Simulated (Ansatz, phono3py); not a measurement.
**CdS (Greenockite, P6_3mc): solver, mesh and scattering choices in phono3py**

Aim: with force constants in hand, see how mesh, solver, isotopes and boundaries change the conductivity of CdS (Greenockite).

Experimental results on record:
- thermal conductivity 16 W/m/K near room temperature (given in “Combining the AFLOW GIBBS and Elastic Libraries to efficiently and robustly screen thermo-mechanical properties of solids”, 2017, arXiv:1611.05714)

Program: Ansatz 0.2.0 and phono3py 4.10.0. Level of theory: DFT LDA, scalar-relativistic, plane waves, PAW; PAW set soft_1, in the first sound run; inputs show where later runs differ. Results are calculated unless marked as measured.

Most raw output is cut from this account.

The database entry behind the starting cell differs from later determinations by our own check (about 0.35 % long), so it need not match the best structure at ambient conditions.

## 1. The starting structure

It takes space group P6_3mc (No. 186, hexagonal). The conventional cell has a = 4.074 Å, b = 4.074 Å, c = 6.639 Å, α = 90.00°, β = 90.00°, γ = 120.00°. Nearest to Cd lie 4 S at 2.49 to 2.50 Å. Nearest to S lie 4 Cd at 2.49 to 2.50 Å. Farther neighbours and most contacts between anions are not listed.

Coordinates:

```cif
data_structure
_symmetry_space_group_name_H-M 'P 1'
_symmetry_Int_Tables_number 1
_cell_length_a 4.0738
_cell_length_b 4.0738
_cell_length_c 6.6388
_cell_angle_alpha 90.000
_cell_angle_beta 90.000
_cell_angle_gamma 120.000
_cell_volume 95.42
loop_
_atom_site_label
_atom_site_type_symbol
_atom_site_fract_x
_atom_site_fract_y
_atom_site_fract_z
_atom_site_occupancy
Cd1 Cd 0.33333 0.66667 0.99946 1
Cd2 Cd 0.66667 0.33333 0.49946 1
S3 S 0.33333 0.66667 0.37554 1
S4 S 0.66667 0.33333 0.87554 1
```

## 2. The earlier run that gave the force constants

Contents of input.yaml:

```yaml
crystal:
  lattice:
    - [4.0738436099, 0.0, 0.0]
    - [-2.0369218049, 3.5280520572, 0.0]
    - [0.0, 0.0, 6.6387608611]
  atoms:
    - { symbol: Cd, position: [0.3333333333, 0.6666666667, -0.0005357185] }
    - { symbol: Cd, position: [0.6666666667, 0.3333333333, 0.4994642815] }
    - { symbol: S, position: [0.3333333333, 0.6666666667, 0.3755357185] }
    - { symbol: S, position: [0.6666666667, 0.3333333333, 0.8755357185] }
kpoints:
  mp_grid: { grid: [9, 9, 4] }
hamiltonian:
  xc: lda
  pseudopotentials: { kind: paw, azcp: { folder: soft_1 }, xc_functional: pbe }
scf:
  occupations: { method: fixed }
  lower_state_search: "off"
output:
  eigenvalues: true
phonons:
  method: fd
  dielectric: true
  supercell: [3, 3, 2]
  temperatures: { t_max: 1000, t_step: 50 }
  qpath:
    path:
      - [[0.0, 0.0, 0.0], [0.5, 0.0, 0.0], [0.33333333, 0.33333333, 0.0], [0.0, 0.0, 0.0], [0.0, 0.0, 0.5], [0.5, 0.0, 0.5], [0.33333333, 0.33333333, 0.5], [0.0, 0.0, 0.5]]
      - [[0.5, 0.0, 0.5], [0.5, 0.0, 0.0]]
      - [[0.33333333, 0.33333333, 0.0], [0.33333333, 0.33333333, 0.5]]
    npoints: 10
  third_order: { supercell: [3, 3, 2], pair_cutoff: 4.928 }
  lattice_thermal_conductivity:
    qmesh: [15, 15, 7]
    temperatures: [100.0, 150.0, 200.0, 300.0, 400.0, 500.0, 600.0, 800.0]
    isotope_mass_variance:
      - { species: Cd, variance: 0.0002716 }
      - { species: S, variance: 0.0001651 }
```

Run with:

```sh
$ ansatz run input.yaml --threads 18 --pin off --max-ram 92160MiB --backend cuda --events-out ev --progress --plain --runs-dir out --max-vram 78GiB
```

Elapsed: 14 min, on 1 × NVIDIA GB200 with 18 threads of Arm Neoverse V2, shared host; peak memory 5.6 GiB; 1.9 h of CPU time.

This step gave:

```yaml
highest_frequency: 309 cm⁻¹
kappa_at_300_k_relaxation_time: 15.52 W/m/K
kappa_at_300_k_full_solution: 17.55 W/m/K
dipole_term: run
third_order_blocks: 1444
```

## 3. Relaxation-time solution

The base run: each mode relaxes on its own with natural isotopes, and rates are split into normal and umklapp parts.

This step: DFT LDA, scalar-relativistic, plane waves, PAW; PAW set soft_1; phono3py on Ansatz's force constants (phono3py 4.10.0).

Contents of phono3py.yaml:

```yaml
phono3py:
  version: "4.10.0"
  frequency_unit_conversion_factor: 15.633302
  symmetry_tolerance: 1.00000e-05

physical_unit:
  atomic_mass: "AMU"
  length: "angstrom"

space_group:
  type: "P6_3mc"
  number: 186
  Hall_symbol: "P 6c -2c"

primitive_matrix:
- [  1.000000000000000,  0.000000000000000,  0.000000000000000 ]
- [  0.000000000000000,  1.000000000000000,  0.000000000000000 ]
- [  0.000000000000000,  0.000000000000000,  1.000000000000000 ]

supercell_matrix:
- [   3,   0,   0 ]
- [   0,   3,   0 ]
- [   0,   0,   2 ]

# [primitive_cell block left out]
unit_cell:
  lattice:
  - [     4.073843609889433,    -0.000000000028867,     0.000000000000000 ] # a
  - [    -2.036921804919716,     3.528052057223585,     0.000000000000000 ] # b
  - [     0.000000000000000,     0.000000000000000,     6.638760861100000 ] # c
  points:
  - symbol: Cd # 1
    coordinates: [  0.333333333333333,  0.666666666666667, -0.000535718500000 ]
    mass: 112.414000
    reduced_to: 1
  - symbol: Cd # 2
    coordinates: [  0.666666666666667,  0.333333333333333,  0.499464281500000 ]
    mass: 112.414000
    reduced_to: 2
  - symbol: S # 3
    coordinates: [  0.333333333333333,  0.666666666666667,  0.375535718500000 ]
    mass: 32.060000
    reduced_to: 3
  - symbol: S # 4
    coordinates: [  0.666666666666667,  0.333333333333333,  0.875535718500000 ]
    mass: 32.060000
    reduced_to: 4

# [supercell block left out]
phonon_supercell_matrix:
- [   3,   0,   0 ]
- [   0,   3,   0 ]
- [   0,   0,   2 ]

# [phonon_primitive_cell block left out]
# [phonon_supercell block left out]
nac:
  born_effective_charge:
  - # 1 (Cd)
    - [  2.064341894704158,  0.000000000000000,  0.000000000000000 ]
    - [  0.000000000000000,  2.064341894704158,  0.000000000000000 ]
    - [  0.000000000000000,  0.000000000000000,  2.163932318927105 ]
  - # 2 (Cd)
    - [  2.064341894704158,  0.000000000000000,  0.000000000000000 ]
    - [  0.000000000000000,  2.064341894704158,  0.000000000000000 ]
    - [  0.000000000000000,  0.000000000000000,  2.163932318927105 ]
  - # 3 (S)
    - [ -2.064341894704158,  0.000000000000000,  0.000000000000000 ]
    - [  0.000000000000000, -2.064341894704158,  0.000000000000000 ]
    - [  0.000000000000000,  0.000000000000000, -2.163932318927105 ]
  - # 4 (S)
    - [ -2.064341894704158,  0.000000000000000,  0.000000000000000 ]
    - [  0.000000000000000, -2.064341894704158,  0.000000000000000 ]
    - [  0.000000000000000,  0.000000000000000, -2.163932318927105 ]
  dielectric_constant:
    - [  6.409958018941685,  0.000000000000000,  0.000000000000000 ]
    - [ -0.000000000000001,  6.409958018941684,  0.000000000000000 ]
    - [  0.000000000000000,  0.000000000000000,  6.516668704070238 ]
  unit_conversion_factor: 14.399645
```

Run with:

```sh
$ phono3py phono3py.yaml --mesh 15 15 7 --br --isotope --nu --ts 100 150 200 300 400 500 600 800
```

Wall time 20 s (8 threads of Intel Xeon at 2.70GHz, shared host); peak memory 0.09 GiB; 2.2 min of CPU time.

Numbers from this step:

* κ at 300 K: 15.44 W/m/K
* κ xx, yy, zz at 300 K: 15.26, 15.26, 15.8 W/m/K
* normal share of three-phonon scattering at 300 K: 0.588

W/m/K. Kappa, by row:

| T (K) | xx | yy | zz | yz | xz | xy |
| --- | --- | --- | --- | --- | --- | --- |
| 100 | 46.25 | 46.25 | 51.12 | 0 | 0 | 0 |
| 150 | 30.21 | 30.21 | 32.3 | 0 | 0 | 0 |
| 200 | 22.61 | 22.61 | 23.78 | 0 | 0 | 0 |
| 300 | 15.26 | 15.26 | 15.8 | 0 | 0 | 0 |
| 400 | 11.6 | 11.6 | 11.92 | 0 | 0 | 0 |
| 500 | 9.377 | 9.377 | 9.595 | 0 | 0 | 0 |
| 600 | 7.88 | 7.88 | 8.041 | 0 | 0 | 0 |
| 800 | 5.982 | 5.982 | 6.082 | 0 | 0 | 0 |

Table of lattice thermal conductivity by temperature:

| temperature (K) | xx (W/m/K) | zz (W/m/K) |
| --- | --- | --- |
| 100 | 46.2 | 51.1 |
| 150 | 30.2 | 32.3 |
| 200 | 22.6 | 23.8 |
| 300 | 15.3 | 15.8 |
| 400 | 11.6 | 11.9 |
| 500 | 9.38 | 9.60 |
| 600 | 7.88 | 8.04 |
| 800 | 5.98 | 6.08 |

Mean scattering rate at 300 K against frequency:

| frequency (THz) | normal (1/ps) | umklapp (1/ps) |
| --- | --- | --- |
| 0.19 | 0.00412 | 1.5e-4 |
| 0.58 | 0.00764 | 0.00118 |
| 0.97 | 0.00895 | 0.0033 |
| 1.35 | 0.0111 | 0.00853 |
| 1.74 | 0.0106 | 0.0123 |
| 2.12 | 0.0168 | 0.0198 |
| 2.51 | 0.103 | 0.0468 |
| 2.90 | 0.132 | 0.129 |
| 3.28 | 0.122 | 0.155 |
| 3.67 | 0.0984 | 0.109 |
| 4.06 | 0.0606 | 0.0588 |
| 4.44 | 0.0363 | 0.0499 |
| 4.83 | - | - |
| 5.22 | - | - |
| 5.60 | - | - |
| 5.99 | - | - |
| 6.37 | - | - |
| 6.76 | - | - |
| 7.15 | 0.682 | 0.0671 |
| 7.53 | 0.458 | 0.181 |
| 7.92 | 0.167 | 0.0854 |
| 8.31 | 0.0604 | 0.0446 |
| 8.69 | 0.0625 | 0.0192 |
| 9.08 | 0.223 | 0.0946 |

The base value at 300 K is 15.4 W/(m K).

The lattice thermal conductivity is 15.3 W/m/K at 300 K (xx), going as T^-1.0 above 200 K; 15.8 W/m/K at 300 K (zz), going as T^-1.0 above 200 K.

## 4. Two programs, one set of constants

This step: DFT LDA, scalar-relativistic, plane waves, PAW; PAW set soft_1 (Ansatz 0.2.0).

Ansatz's figure includes its coherence part. Comparison, by row:

| T (K) | Ansatz RTA (W/m/K) | phono3py RTA (W/m/K) | difference (%) |
| --- | --- | --- | --- |
| 100 | 48.08 | 47.87 | -0.43 |
| 150 | 31.04 | 30.91 | -0.43 |
| 200 | 23.11 | 23 | -0.48 |
| 300 | 15.52 | 15.44 | -0.54 |
| 400 | 11.78 | 11.71 | -0.65 |
| 500 | 9.528 | 9.45 | -0.82 |
| 600 | 8.011 | 7.934 | -0.97 |
| 800 | 6.093 | 6.015 | -1.27 |

## 5. Without isotopes, third order supercell 3×3×2, supercell 3×3×2

Leaving out the isotope term shows how much the natural mass disorder scatters.

This step: DFT LDA, scalar-relativistic, plane waves, PAW; PAW set soft_1; phono3py on Ansatz's force constants (phono3py 4.10.0).

phono3py.yaml is that of step 3.

Run with:

```sh
$ phono3py phono3py.yaml --mesh 15 15 7 --br --ts 100 150 200 300 400 500 600 800
```

It took 17 s on 8 threads; peak memory 0.09 GiB.

This step gave:

```
κ at 300 K            : 17.3 W/m/K
κ xx, yy, zz at 300 K : 17.22, 17.22, 17.46 W/m/K
```

W/m/K. Kappa, by row:

| T (K) | xx | yy | zz | yz | xz | xy |
| --- | --- | --- | --- | --- | --- | --- |
| 100 | 61.81 | 61.81 | 65.51 | 0 | 0 | 0 |
| 150 | 37.21 | 37.21 | 38.5 | 0 | 0 | 0 |
| 200 | 26.71 | 26.71 | 27.33 | 0 | 0 | 0 |
| 300 | 17.22 | 17.22 | 17.46 | 0 | 0 | 0 |
| 400 | 12.76 | 12.76 | 12.89 | 0 | 0 | 0 |
| 500 | 10.15 | 10.15 | 10.24 | 0 | 0 | 0 |
| 600 | 8.433 | 8.433 | 8.496 | 0 | 0 | 0 |
| 800 | 6.305 | 6.305 | 6.347 | 0 | 0 | 0 |

κ at 300 K goes from 15.4 in the base run to 17.3 W/(m K).

## 6. Another q-mesh, third order supercell 3×3×2, supercell 3×3×2

The q-mesh of the transport sums changes, with the same scattering terms.

phono3py.yaml is that of step 5.

Run with:

```sh
$ phono3py phono3py.yaml --mesh 3 3 3 --br --isotope --ts 100 300 600
```

Wall time 1.3 s (8 threads); peak memory 0.08 GiB; 1.5 s of CPU time.

Numbers from this step:

* κ at 300 K: 8.778 W/m/K
* κ xx, yy, zz at 300 K: 5.74, 5.74, 14.85 W/m/K

W/m/K. Kappa, by row:

| T (K) | xx | yy | zz | yz | xz | xy |
| --- | --- | --- | --- | --- | --- | --- |
| 100 | 12.88 | 12.88 | 44.63 | 0 | 0 | 0 |
| 300 | 5.74 | 5.74 | 14.85 | 0 | 0 | 0 |
| 600 | 3.277 | 3.277 | 7.657 | 0 | 0 | 0 |

This mesh is too coarse for the transport sums: κ at 300 K comes out at 8.78 against 15.4 W/(m K) in the base run.

## 7. Another q-mesh, third order supercell 3×3×2, supercell 3×3×2 (run 2)

phono3py.yaml is that of step 6.

Run with:

```sh
$ phono3py phono3py.yaml --mesh 7 7 3 --br --isotope --ts 100 300 600
```

The job ended after 1.1 s (8 threads; peak memory 0.08 GiB).

W/m/K. Kappa, by row:

| T (K) | xx | yy | zz | yz | xz | xy |
| --- | --- | --- | --- | --- | --- | --- |
| 100 | 38.48 | 38.48 | 40.91 | 0 | 0 | 0 |
| 300 | 14.36 | 14.36 | 13.29 | 0 | 0 | 0 |
| 600 | 7.665 | 7.665 | 6.809 | 0 | 0 | 0 |

κ at 300 K goes from 15.4 in the base run to 14.0 W/(m K).

## 8. Another q-mesh, third order supercell 3×3×2, supercell 3×3×2 (run 3)

phono3py.yaml is that of step 7.

Run with:

```sh
$ phono3py phono3py.yaml --mesh 9 9 5 --br --isotope --ts 100 300 600
```

Run time: 2.6 s. Hardware: 8 threads; peak memory 0.08 GiB; 12 s of CPU time.

κ at 300 K goes from 15.4 in the base run to 15.0 W/(m K).

## 9. Another q-mesh, third order supercell 3×3×2, supercell 3×3×2 (run 4)

phono3py.yaml is that of step 8.

Run with:

```sh
$ phono3py phono3py.yaml --mesh 13 13 7 --br --isotope --ts 100 300 600
```

Wall time 11 s (8 threads); peak memory 0.09 GiB.

W/m/K. Kappa, by row:

| T (K) | xx | yy | zz | yz | xz | xy |
| --- | --- | --- | --- | --- | --- | --- |
| 100 | 46.09 | 46.09 | 51.01 | 0 | 0 | 0 |
| 300 | 15.21 | 15.21 | 15.72 | 0 | 0 | 0 |
| 600 | 7.852 | 7.852 | 8 | 0 | 0 | 0 |

κ at 300 K goes from 15.4 in the base run to 15.4 W/(m K).

## 10. Another q-mesh, third order supercell 3×3×2, supercell 3×3×2 (run 5)

phono3py.yaml is that of step 9.

Run with:

```sh
$ phono3py phono3py.yaml --mesh 17 17 9 --br --isotope --ts 100 300 600
```

Run time: 45 s. Hardware: 8 threads; peak memory 0.1 GiB; 5.5 min of CPU time.

κ at 300 K goes from 15.4 in the base run to 15.5 W/(m K).

## 11. Another q-mesh, third order supercell 3×3×2, supercell 3×3×2 (run 6)

phono3py.yaml is that of step 10.

Run with:

```sh
$ phono3py phono3py.yaml --mesh 21 21 11 --br --isotope --ts 100 300 600
```

The job ended after 2.2 min (8 threads; peak memory 0.11 GiB).

κ at 300 K goes from 15.4 in the base run to 15.5 W/(m K).

## 12. Mesh convergence

This step: DFT LDA, scalar-relativistic, plane waves, PAW; PAW set soft_1 (phono3py 4.10.0).

Series, by row:

| q mesh | kappa at 100 K (W/m/K) | kappa at 300 K (W/m/K) | kappa at 600 K (W/m/K) | seconds |
| --- | --- | --- | --- | --- |
| 3x3x3 | 23.46 | 8.777 | 4.737 | 1.3 |
| 7x7x3 | 39.29 | 14 | 7.38 | 1.13 |
| 9x9x5 | 44.51 | 15.02 | 7.802 | 2.65 |
| 13x13x7 | 47.73 | 15.38 | 7.901 | 11.33 |
| 17x17x9 | 48.01 | 15.46 | 7.937 | 45.08 |
| 21x21x11 | 47.88 | 15.48 | 7.947 | 134.3 |

## 13. Boundary scattering, third order supercell 3×3×2, supercell 3×3×2

A boundary term v/L is added to each rate, a simple model of grains or a thin sample.

This step: DFT LDA, scalar-relativistic, plane waves, PAW; PAW set soft_1; phono3py on Ansatz's force constants (phono3py 4.10.0).

phono3py.yaml is that of step 11.

Run with:

```sh
$ phono3py phono3py.yaml --mesh 15 15 7 --br --isotope --boundary-mfp 0.03 --ts 100 150 200 300 400 500 600 800
```

Run time: 17 s. Hardware: 8 threads; peak memory 0.09 GiB; 2 min of CPU time.

Numbers from this step:

- κ at 300 K: 4.621 W/m/K
- κ xx, yy, zz at 300 K: 4.587, 4.587, 4.688 W/m/K

W/m/K. Kappa, by row:

| T (K) | xx | yy | zz | yz | xz | xy |
| --- | --- | --- | --- | --- | --- | --- |
| 100 | 5.684 | 5.684 | 6.043 | 0 | 0 | 0 |
| 150 | 5.524 | 5.524 | 5.764 | 0 | 0 | 0 |
| 200 | 5.206 | 5.206 | 5.376 | 0 | 0 | 0 |
| 300 | 4.587 | 4.587 | 4.688 | 0 | 0 | 0 |
| 400 | 4.09 | 4.09 | 4.159 | 0 | 0 | 0 |
| 500 | 3.697 | 3.697 | 3.748 | 0 | 0 | 0 |
| 600 | 3.38 | 3.38 | 3.419 | 0 | 0 | 0 |
| 800 | 2.896 | 2.896 | 2.922 | 0 | 0 | 0 |

κ at 300 K goes from 15.4 in the base run to 4.62 W/(m K).

## 14. Boundary scattering, third order supercell 3×3×2, supercell 3×3×2 (run 2)

phono3py.yaml is that of step 13.

Run with:

```sh
$ phono3py phono3py.yaml --mesh 15 15 7 --br --isotope --boundary-mfp 0.3 --ts 100 150 200 300 400 500 600 800
```

Run time: 18 s. Hardware: 8 threads; peak memory 0.09 GiB.

This step gave:

```
κ at 300 K            : 11.02 W/m/K
κ xx, yy, zz at 300 K : 10.92, 10.92, 11.22 W/m/K
```

W/m/K. Kappa, by row:

| T (K) | xx | yy | zz | yz | xz | xy |
| --- | --- | --- | --- | --- | --- | --- |
| 100 | 20.98 | 20.98 | 22 | 0 | 0 | 0 |
| 150 | 17.12 | 17.12 | 17.78 | 0 | 0 | 0 |
| 200 | 14.37 | 14.37 | 14.85 | 0 | 0 | 0 |
| 300 | 10.92 | 10.92 | 11.22 | 0 | 0 | 0 |
| 400 | 8.849 | 8.849 | 9.056 | 0 | 0 | 0 |
| 500 | 7.455 | 7.455 | 7.615 | 0 | 0 | 0 |
| 600 | 6.451 | 6.451 | 6.579 | 0 | 0 | 0 |
| 800 | 5.094 | 5.094 | 5.185 | 0 | 0 | 0 |

κ at 300 K goes from 15.4 in the base run to 11.0 W/(m K).

## 15. Direct solution of the linearised equation, third order supercell 3×3×2, supercell 3×3×2

Solving the linearised equation directly keeps the heat that normal processes pass on between modes; it is dearer, so the mesh may be smaller.

phono3py.yaml is that of step 14.

Run with:

```sh
$ phono3py phono3py.yaml --mesh 15 15 7 --lbte --isotope --ts 100 300 600
```

Run time: 6.8 min. Hardware: 8 threads; peak memory 0.51 GiB.

This step gave:

```yaml
kappa_at_300_k: 17.41 W/m/K
kappa_xx_yy_zz_at_300_k: 17.73, 17.73, 16.78 W/m/K
```

W/m/K. Kappa, by row:

| T (K) | xx | yy | zz | yz | xz | xy | RTA mean |
| --- | --- | --- | --- | --- | --- | --- | --- |
| 100 | 52.41 | 52.41 | 54.58 | 0 | 0 | 0 | 47.87 |
| 300 | 17.73 | 17.73 | 16.78 | 0 | 0 | 0 | 15.44 |
| 600 | 9.312 | 9.312 | 8.544 | 0 | 0 | 0 | 7.934 |

κ at 300 K goes from 15.4 in the base run to 17.4 W/(m K).

## 16. Adding coherences, third order supercell 3×3×2, supercell 3×3×2

Close branches can carry heat by tunnelling between them, which the particle picture leaves out.

phono3py.yaml is that of step 15.

Run with:

```sh
$ phono3py phono3py.yaml --mesh 15 15 7 --br --isotope --tt smm19 --ts 100 150 200 300 400 500 600 800
```

The job ended after 17 s (8 threads; peak memory 0.1 GiB).

Numbers from this step:

```yaml
kappa_at_300_k: 15.48 W/m/K
kappa_xx_yy_zz_at_300_k: 15.31, 15.31, 15.82 W/m/K
```

W/m/K. Kappa, by row:

| T (K) | xx | yy | zz | yz | xz | xy | intra mean | inter mean |
| --- | --- | --- | --- | --- | --- | --- | --- | --- |
| 100 | 46.28 | 46.28 | 51.12 | 0 | 0 | 0 | 47.87 | 0.02694 |
| 150 | 30.25 | 30.25 | 32.31 | 0 | 0 | 0 | 30.9 | 0.03489 |
| 200 | 22.66 | 22.66 | 23.8 | 0 | 0 | 0 | 23 | 0.03972 |
| 300 | 15.31 | 15.31 | 15.82 | 0 | 0 | 0 | 15.44 | 0.0454 |
| 400 | 11.66 | 11.66 | 11.94 | 0 | 0 | 0 | 11.7 | 0.04943 |
| 500 | 9.44 | 9.44 | 9.626 | 0 | 0 | 0 | 9.449 | 0.05299 |
| 600 | 7.947 | 7.947 | 8.076 | 0 | 0 | 0 | 7.934 | 0.05633 |
| 800 | 6.054 | 6.054 | 6.126 | 0 | 0 | 0 | 6.015 | 0.06264 |

κ at 300 K goes from 15.4 in the base run to 15.5 W/(m K).

## 17. Gaussian smearing, third order supercell 3×3×2, supercell 3×3×2

A Gaussian replaces the tetrahedron method for energy conservation; its width must match the mesh.

phono3py.yaml is that of step 16.

Run with:

```sh
$ phono3py phono3py.yaml --mesh 15 15 7 --br --isotope --sigma 0.05 --ts 100 300 600
```

Wall time 16 s (8 threads); peak memory 0.09 GiB; 1.9 min of CPU time.

Numbers from this step:

```
κ at 300 K            : 15.14 W/m/K
κ xx, yy, zz at 300 K : 14.65, 14.65, 16.13 W/m/K
```

W/m/K. Kappa, by row:

| T (K) | xx | yy | zz | yz | xz | xy |
| --- | --- | --- | --- | --- | --- | --- |
| 100 | 43.72 | 43.72 | 52.39 | 0 | 0 | 0 |
| 300 | 14.65 | 14.65 | 16.13 | 0 | 0 | 0 |
| 600 | 7.56 | 7.56 | 8.192 | 0 | 0 | 0 |

With a width of 0.05 THz κ at 300 K is 15.1 W/(m K), -1.9 % from the tetrahedron value.

## 18. Gaussian smearing, third order supercell 3×3×2, supercell 3×3×2 (run 2)

phono3py.yaml is that of step 17.

Run with:

```sh
$ phono3py phono3py.yaml --mesh 15 15 7 --br --isotope --sigma 1 --ts 100 300 600
```

Wall time 15 s (8 threads); peak memory 0.09 GiB; 1.8 min of CPU time.

Numbers from this step:

- κ at 300 K: 9.722 W/m/K
- κ xx, yy, zz at 300 K: 9.4, 9.4, 10.36 W/m/K

With a width of 1 THz κ at 300 K is 9.72 W/(m K), -37.0 % from the tetrahedron value; a width this large blurs energy conservation.

Between step 17 and this run (sigma 1 THz) the value for the κ at 300 K moves from 15.1 W/m/K to 9.72 W/m/K (-36 %).

## 19. Two-phonon phase space, third order supercell 3×3×2, supercell 3×3×2

The two-phonon density of states counts the channels open to a mode, without matrix elements.

phono3py.yaml is that of step 18.

Run with:

```sh
$ phono3py phono3py.yaml --mesh 21 21 11 --jdos --gp 0 --num-freq-points 80
```

It took 1.5 s on 8 threads; peak memory 0.11 GiB; 2.9 s of CPU time.

The joint density of states at Gamma by frequency; read off at these points:

| frequency (THz) | absorption class (1/THz) | decay class (1/THz) |
| --- | --- | --- |
| 0.00 | 0 | 0 |
| 0.24 | 47.9 | 0.00604 |
| 0.94 | 23.4 | 0.147 |
| 1.89 | 11.4 | 1.23 |
| 2.12 | 14.3 | 2.14 |
| 2.59 | 10.7 | 4.51 |
| 3.54 | 1.31 | 12.1 |
| 4.24 | 17.2 | 4.08 |
| 4.48 | 12.8 | 2.93 |
| 4.71 | 19.9 | 3.49 |
| 5.42 | 5.66 | 7.99 |
| 6.13 | 19.1 | 9.64 |
| 6.60 | 45.0 | 0.568 |
| 7.07 | 24.0 | 0.752 |
| 8.01 | 2.94 | 3.62 |
| 8.96 | 0.0527 | 7.00 |
| 9.66 | 0 | 23.4 |
| 10.61 | 0 | 26.9 |
| 11.55 | 0 | 5.76 |
| 12.49 | 0 | 12.1 |
| 13.20 | 0 | 10.3 |
| 14.14 | 0 | 0 |
| 15.09 | 0 | 0.972 |
| 16.03 | 0 | 7.56 |
| 16.74 | 0 | 19.4 |
| 17.68 | 0 | 6.04 |
| 18.62 | 0 | 0 |

The most distinct maxima of the joint density of states at Gamma (absorption class) lie at 0.24, 2.12, 4.71 and 6.60 THz, the highest at 0.24 THz.

## 20. Without the dipole term, third order supercell 3×3×2, supercell 3×3×2

Dropping the dipole term tests how much its part of the interpolation matters for κ.

phono3py.yaml is that of step 19.

Run with:

```sh
$ phono3py phono3py.yaml --mesh 15 15 7 --br --isotope --nonac --ts 100 300 600
```

It took 17 s on 8 threads; peak memory 0.09 GiB; 1.9 min of CPU time.

This step gave:

```yaml
kappa_at_300_k: 16.28 W/m/K
kappa_xx_yy_zz_at_300_k: 15.02, 15.02, 18.78 W/m/K
```

W/m/K. Kappa, by row:

| T (K) | xx | yy | zz | yz | xz | xy |
| --- | --- | --- | --- | --- | --- | --- |
| 100 | 44.79 | 44.79 | 57.74 | 0 | 0 | 0 |
| 300 | 15.02 | 15.02 | 18.78 | 0 | 0 | 0 |
| 600 | 7.808 | 7.808 | 9.644 | 0 | 0 | 0 |

κ at 300 K goes from 15.4 to 16.3 W/(m K). Only the interpolation between the solved wavevectors changes, and the fewer these are, the more it matters.

(Continued in part 2 of 2.)

[Logs are printed without paths, hosts, clocks, repeated set-up lines and the standing remarks that a program may print on its own settings, such as how far it seeks lower states.]

[Hosts, paths, dates, database ids (printed as entryN), source tags and the programs' standing remarks are cut or masked in the printed files.]

[A step with changed settings may run another functional than the one named; its input shows which.]
